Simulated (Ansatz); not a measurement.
## Work function of Pd(110): what the settings cost and change

How far do functional and pseudopotentials move the work function of Pd(110), and at what cost?

Program: Ansatz 0.2.0. Level of theory: plane-wave DFT, PBE, Ansatz PAW, in the first sound run; inputs show where later runs differ. Results are calculated unless marked as measured.

**What experiment says.**

For Pd (clean (110) face, a compiled value), “Anisotropic work function of elemental crystals” (2019, arxiv:1902.07811) quotes earlier work: work function (clean (110) face, a compiled value) 5.07 eV.

Most raw output is cut from this account.

## 1. The structure

The cell holds 7 atoms: 7 Pd. Cell: a = 3.890 Å, b = 2.751 Å, c = 26.252 Å, α = 90.0°, β = 90.0°, γ = 90.0°. Vacuum lies along c.

Coordinates:

```cif
data_structure
_symmetry_space_group_name_H-M 'P 1'
_symmetry_Int_Tables_number 1
_cell_length_a 3.8900
_cell_length_b 2.7506
_cell_length_c 26.2519
_cell_angle_alpha 90.000
_cell_angle_beta 90.000
_cell_angle_gamma 90.000
_cell_volume 280.90
loop_
_atom_site_label
_atom_site_type_symbol
_atom_site_fract_x
_atom_site_fract_y
_atom_site_fract_z
_atom_site_occupancy
Pd1 Pd 0.00000 0.00000 0.34283 1
Pd2 Pd 0.50000 0.50000 0.39522 1
Pd3 Pd 0.00000 0.00000 0.44761 1
Pd4 Pd 0.50000 0.50000 0.50000 1
Pd5 Pd 0.00000 0.00000 0.55239 1
Pd6 Pd 0.50000 0.50000 0.60478 1
Pd7 Pd 0.00000 0.00000 0.65717 1
```

## 2. Slab, setting PBE, Ansatz PAW (420 eV)

A work function rests on the faint tail of the density, so the SCF threshold is tight. PBE on the default files comes first; the next runs keep the geometry and change functional or files, each at the cutoff that its files recommend; a relaxation and, for heavy metals, spin-orbit coupling close the ladder.

The input, input.yaml:

```yaml
crystal:
  lattice:
    - [3.89, 0.0, 0.0]
    - [0.0, 2.7506453788, 0.0]
    - [0.0, 0.0, 26.2519361364]
  atoms:
    - { symbol: Pd, position: [0.0, 0.0, 0.3428318564] }
    - { symbol: Pd, position: [0.5, 0.5, 0.3952212376] }
    - { symbol: Pd, position: [0.0, 0.0, 0.4476106188] }
    - { symbol: Pd, position: [0.5, 0.5, 0.5] }
    - { symbol: Pd, position: [0.0, 0.0, 0.5523893812] }
    - { symbol: Pd, position: [0.5, 0.5, 0.6047787624] }
    - { symbol: Pd, position: [0.0, 0.0, 0.6571681436] }
kpoints:
  mp_grid: { grid: [11, 15, 1] }
hamiltonian:
  xc: pbe
scf:
  occupations: { method: fermi_dirac, width: 0.1 }
  convergence: { dr2_threshold: 1.0e-09 }
efield:
  axis: 3
  dipole_correction: true
  ramp_position: 0.97
  ramp_width: 0.06
output:
  write_potential: true
  write_density: true
  volumetric_format: npy
  elf: true
```

Command:

```sh
$ ansatz run input.yaml --threads 4 --pin off --max-ram 6144MiB --backend cpu --events-out ev --progress --plain --runs-dir out
```

Wall time 86 s (4 threads of Arm Neoverse N1, shared host); peak memory 1.4 GiB.

This step gave:

| Item | Value |
| --- | --- |
| energy at zero smearing | -48807.7326 eV |
| work function, upper face | 4.836 eV |

Running mean over 1.375 Å of the planar mean; the ramp of the sawtooth is left out. Table of electron's electrostatic potential energy less the Fermi level by z:

| z (Å) | electron's electrostatic potential energy less the Fermi level (eV) |
| --- | --- |
| 4 | 4.84 |
| 5 | 4.83 |
| 6 | 4.82 |
| 7 | 4.59 |
| 8 | 0.986 |
| 9 | -7.21 |
| 10 | -8.41 |
| 11 | -8.63 |
| 12 | -8.67 |
| 13 | -8.67 |
| 14 | -8.67 |
| 15 | -8.65 |
| 16 | -8.49 |
| 17 | -7.90 |
| 18 | -1.38 |
| 19 | 4.34 |
| 20 | 4.80 |
| 21 | 4.83 |
| 22 | 4.84 |
| 23 | 4.84 |

Valence density in the ca plane at fractional y = 0.000, with atoms of Pd within 0.2 Å of it. It is the smooth field of the valence electrons, not physical close to the nuclei.

Ten even steps from '0' (0 e/Å³) to '9' (13 e/Å³), each cell a mean:
```
00000037840001587200027851000488300000000000
00000002210000132000002310000122100000000000
00000000000000000000000000000000000000000000
00000000000000000000000000000000000000000000
00000000000000000000000000000000000000000000
00000000000000000000000000000000000000000000
00000000000000000000000000000000000000000000
00000000100000010000000100000000000000000000
00000025520000364100014630000255200000000000
00000049951001698300038961001599400000000000
```
Columns run along c (16.0 Å, from fractional 0.24 to 0.85 of the cell), rows up along a (3.9 Å). Atoms in or near the plane, at fractional coordinates: Pd at (0.34, 0.00), Pd at (0.45, 0.00), Pd at (0.55, 0.00), Pd at (0.66, 0.00).

Electrostatic potential energy in the ca plane at fractional y = 0.000, with atoms of Pd within 0.2 Å of it. With pseudopotentials it is smooth inside the atoms' cores, unlike the true potential.

Ten even steps from '0' (-56 eV) to '9' (9 eV), each cell a mean:
```
99999730026986100489840015897200379999999999
99999864468998534799974358998644689999999999
99999998899999888999998889999988999999999999
99999999999999999999999999999999999999999999
99999999999999999999999999999999999999999999
99999999999999999999999999999999999999999999
99999999999999999999999999999999999999999999
99999986679998766899987678999866899999999999
99999842147997312589852136997411489999999999
99999720016985100379730005896100279999999999
```
Columns run along c (16.0 Å, from fractional 0.24 to 0.85 of the cell; values clipped at the 3rd and 97th percentile), rows up along a (3.9 Å). Atoms in or near the plane, at fractional coordinates: Pd at (0.34, 0.00), Pd at (0.45, 0.00), Pd at (0.55, 0.00), Pd at (0.66, 0.00).

ELF in the ca plane at fractional y = 0.000, with atoms of Pd within 0.2 Å of it. It is the smooth field of the valence electrons, not physical close to the nuclei.

Ten even steps from '0' (0.00) to '9' (0.53), each cell a mean:
```
00012698896337978843488797336988962100000000
00012379974334799534359984334799742100000000
00011234443443444334334443443444321100000000
00001122333333333333333333333332211000000000
00000112333333322333332233333332110000000000
00000112333333323333333233333332110000000000
00001123333433333334333333343333221000000000
00011357754433576434346753344577532100000000
00012599995335999743479996335999952100000000
00012696697437957954597587347966963100000000
```
Columns run along c (16.0 Å, from fractional 0.24 to 0.85 of the cell), rows up along a (3.9 Å). Atoms in or near the plane, at fractional coordinates: Pd at (0.34, 0.00), Pd at (0.45, 0.00), Pd at (0.55, 0.00), Pd at (0.66, 0.00).

The work function is 4.836 eV.

## 3. Run

This step: plane-wave DFT, LDA, Ansatz PAW (Ansatz 0.2.0).

input.yaml: that of step 2 with these lines changed.

```diff
@@ -16,3 +16,3 @@
 hamiltonian:
-  xc: pbe
+  xc: lda
 scf:
@@ -29,2 +29 @@
   volumetric_format: npy
-  elf: true
```

Run time: 88 s. Hardware: 4 threads; peak memory 1.4 GiB.

The work function is 5.236 eV, +0.399 eV from the run “PBE, Ansatz PAW (420 eV)”, at 1.0 times its CPU time.

## 4. Slab

This step: plane-wave DFT, PBEsol, Ansatz PAW (Ansatz 0.2.0).

input.yaml: that of step 3 with these lines changed.

```diff
@@ -16,3 +16,3 @@
 hamiltonian:
-  xc: lda
+  xc: pbesol
 scf:
```

Run time: 89 s. Hardware: 4 threads; peak memory 1.4 GiB.

The work function is 4.940 eV, +0.104 eV from the run “PBE, Ansatz PAW (420 eV)”, at 1.0 times its CPU time.

## 5. Slab

This step: plane-wave DFT, RPBE, Ansatz PAW (Ansatz 0.2.0).

input.yaml: that of step 4 with these lines changed.

```diff
@@ -16,3 +16,3 @@
 hamiltonian:
-  xc: pbesol
+  xc: rpbe
 scf:
```

Run time: 78 s. Hardware: 4 threads; peak memory 1.4 GiB; 4.5 min of CPU time.

The work function is 4.652 eV, -0.185 eV from the run “PBE, Ansatz PAW (420 eV)”, at 0.91 times its CPU time.

## 6. Slab

This step: plane-wave DFT, r2SCAN, Ansatz PAW (Ansatz 0.2.0).

input.yaml: that of step 5 with these lines changed.

```diff
@@ -16,3 +16,3 @@
 hamiltonian:
-  xc: rpbe
+  xc: r2scan
 scf:
```

The job ended after 4 min (4 threads; peak memory 2 GiB; 14 min of CPU time).

The work function is 4.830 eV, -0.006 eV from the run “PBE, Ansatz PAW (420 eV)”, at 2.9 times its CPU time.

## 7. Run

This step: plane-wave DFT, PBE, JTH PAW (Ansatz 0.2.0).

input.yaml: that of step 6 with these lines changed.

```diff
@@ -16,3 +16,4 @@
 hamiltonian:
-  xc: r2scan
+  xc: pbe
+  pseudopotentials: { kind: paw, source: jth }
 scf:
```

Run time: 6.5 min. Hardware: 4 threads; peak memory 4.9 GiB.

The work function is 4.836 eV, -0.001 eV from the run “PBE, Ansatz PAW (420 eV)”, at 4.8 times its CPU time.

## 8. Run

This step: plane-wave DFT, PBE, norm-conserving (Ansatz 0.2.0).

input.yaml: that of step 7 with these lines changed.

```diff
@@ -17,3 +17,3 @@
   xc: pbe
-  pseudopotentials: { kind: paw, source: jth }
+  pseudopotentials: { kind: nc }
 scf:
```

Run time: 5.9 min. Hardware: 4 threads; peak memory 4.4 GiB.

The work function is 4.837 eV, +0.001 eV from the run “PBE, Ansatz PAW (420 eV)”, at 4.4 times its CPU time.

## 9. Run

This step: plane-wave DFT, LDA, norm-conserving (Ansatz 0.2.0).

input.yaml: that of step 8 with these lines changed.

```diff
@@ -16,3 +16,3 @@
 hamiltonian:
-  xc: pbe
+  xc: lda
   pseudopotentials: { kind: nc }
```

Run time: 5.7 min. Hardware: 4 threads; peak memory 4.4 GiB.

The work function is 5.239 eV, +0.403 eV from the run “PBE, Ansatz PAW (420 eV)”, at 4.5 times its CPU time.

## 10. Run, setting PBE, all layers relaxed

This step: plane-wave DFT, PBE, Ansatz PAW (Ansatz 0.2.0).

input.yaml: that of step 9 with these lines changed.

```diff
@@ -16,4 +16,3 @@
 hamiltonian:
-  xc: lda
-  pseudopotentials: { kind: nc }
+  xc: pbe
 scf:
@@ -26,2 +25,5 @@
   ramp_width: 0.06
+relax:
+  f_tol: 0.01
+  max_steps: 40
 output:
```

The job ended after 3.5 min (4 threads; peak memory 1.1 GiB; 14 min of CPU time).

The relaxation took 4 steps and lowered the energy by 0.058 eV; the largest force on the free atoms ends at 0.0015 eV/Å.

The work function is 4.865 eV, +0.029 eV from the run “PBE, Ansatz PAW (420 eV)”, at 2.8 times its CPU time.

## 11. Slab

This step: plane-wave DFT, PBE, fully relativistic PAW with spin-orbit coupling (Ansatz 0.2.0).

input.yaml: that of step 10 with these lines changed.

```diff
@@ -17,2 +17,3 @@
   xc: pbe
+  pseudopotentials: { kind: paw_fr }
 scf:
@@ -25,5 +26,5 @@
   ramp_width: 0.06
-relax:
-  f_tol: 0.01
-  max_steps: 40
+magnetization:
+  noncollinear: true
+  spin_orbit: true
 output:
```

Run time: 11 min. Hardware: 4 threads; peak memory 5.4 GiB; 41 min of CPU time.

The work function is 4.825 eV, -0.011 eV from the run “PBE, Ansatz PAW (420 eV)”, at 8.5 times its CPU time.

## 12. Side by side

Times are for 4 threads of Arm Neoverse N1, shared host. The runs compared:

| no. | setting | work function, upper face (eV) | time | memory (GiB) |
| --- | --- | --- | --- | --- |
| 1 | PBE, Ansatz PAW (420 eV) | 4.836 | 86 s | 1.4 |
| 2 | LDA, Ansatz PAW (420 eV) | 5.236 | 88 s | 1.4 |
| 3 | PBEsol, Ansatz PAW (420 eV) | 4.940 | 89 s | 1.4 |
| 4 | RPBE, Ansatz PAW (420 eV) | 4.652 | 78 s | 1.4 |
| 5 | r2SCAN, Ansatz PAW (500 eV) | 4.830 | 4 min | 2.0 |
| 6 | PBE, JTH PAW (1110 eV) | 4.836 | 6.5 min | 4.9 |
| 7 | PBE, norm-conserving (1116 eV) | 4.837 | 5.9 min | 4.4 |
| 8 | LDA, norm-conserving (1116 eV) | 5.239 | 5.7 min | 4.4 |
| 9 | PBE, all layers relaxed | 4.865 | 3.5 min | 1.1 |
| 10 | PBE with spin-orbit coupling (420 eV) | 4.825 | 11 min | 5.4 |

## 13. The same run with other settings

This step: plane-wave DFT, PBE, Ansatz PAW (Ansatz 0.2.0).

An input spoilt on purpose, to show how the run answers: it repeats the earlier run “PBE, Ansatz PAW (420 eV)” with scf.max_iter to 5; its output block differs too.

input.yaml: that of step 11 with these lines changed.

```diff
@@ -17,3 +17,2 @@
   xc: pbe
-  pseudopotentials: { kind: paw_fr }
 scf:
@@ -21,2 +20,3 @@
   convergence: { dr2_threshold: 1.0e-09 }
+  max_iter: 5
 efield:
@@ -26,5 +26,2 @@
   ramp_width: 0.06
-magnetization:
-  noncollinear: true
-  spin_orbit: true
 output:
```

Elapsed: 55 s, on 4 threads; peak memory 1 GiB.

Residual by cycle:

cycle, log10 residual and a bar from the least value:
```
        1        0.4 ##############################
        2       -0.7 #####################
        3       -1.0 ###################
        4       -2.6 ######
        5       -3.4
```

The run stopped without converging, so none of its numbers is a property of the system.

After 5 cycles the residual stands at 4.4e-4. The cap of 5 cycles in the input ended the loop.

The program's message: “Error: did not converge after 5 iterations: dr2 = 4.44e-4 (threshold 1.00e-9), under the density mixer `msr1`, which `scf.mixing.algorithm: auto` chose by the deck's other keys (type `scf.mixing.algor …”

The fault put into the input: too few SCF iterations.

## 14. Results

```
work function, PBE, Ansatz PAW (420 eV)              : 4.836 eV
work function, LDA, Ansatz PAW (420 eV)              : 5.236 eV
work function, RPBE, Ansatz PAW (420 eV)             : 4.652 eV
work function, r2SCAN, Ansatz PAW (500 eV)           : 4.830 eV
work function, LDA, norm-conserving (1116 eV)        : 5.239 eV
work function, PBE, all layers relaxed               : 4.865 eV
work function, PBE with spin-orbit coupling (420 eV) : 4.825 eV
```

PBE on the default files gives 4.84 eV, and the settings tried spread the value from 4.65 to 5.24 eV. At one geometry LDA lies 0.40 eV above PBE. The choice of pseudopotentials moves the PBE value by 0.002 eV. Relaxing the layers changes it by +0.029 eV. Spin-orbit coupling, on the fully relativistic files, changes it by -0.01 eV. The ladder's slabs use the tabulated experimental lattice constant (two decimals; a low-temperature value for the alkali metals).

Calculation against experiment:

| quantity | measured | PBE, Ansatz PAW (420 eV) | PBEsol, Ansatz PAW (420 eV) | RPBE, Ansatz PAW (420 eV) | LDA, norm-conserving (1116 eV) | PBE, all layers relaxed | PBE with spin-orbit coupling (420 eV) |
| --- | --- | --- | --- | --- | --- | --- | --- |
| work function (clean (110) face, a compiled value) (eV) | 5.07 | 4.84 (-0.23 eV) | 4.94 (-0.13 eV) | 4.65 (-0.42 eV) | 5.24 (+0.17 eV) | 4.87 (-0.20 eV) | 4.82 (-0.25 eV) |

Of 8 levels, the nearest, the farthest and some others are shown.

Measured values from arxiv:1902.07811 (2019).

**Verdict.** For the work function, of the levels listed nearest comes PBEsol, Ansatz PAW (420 eV) (-0.13 eV, good agreement) and farthest RPBE, Ansatz PAW (420 eV) (-0.42 eV, a clear miss). The grades are ours: good and fair within 3 and 7 % for the work function.

[Logs are printed without paths, hosts, clocks, repeated set-up lines and the standing remarks that a program may print on its own settings, such as how far it seeks lower states.]

[Hosts, paths, dates, database ids (printed as entryN), source tags and the programs' standing remarks are cut or masked in the printed files.]

[Maps of the electrostatic potential energy from Ansatz leave out the sawtooth potential of an applied field or a dipole correction, so their vacuum need not be flat; planar profiles and work functions include it.]
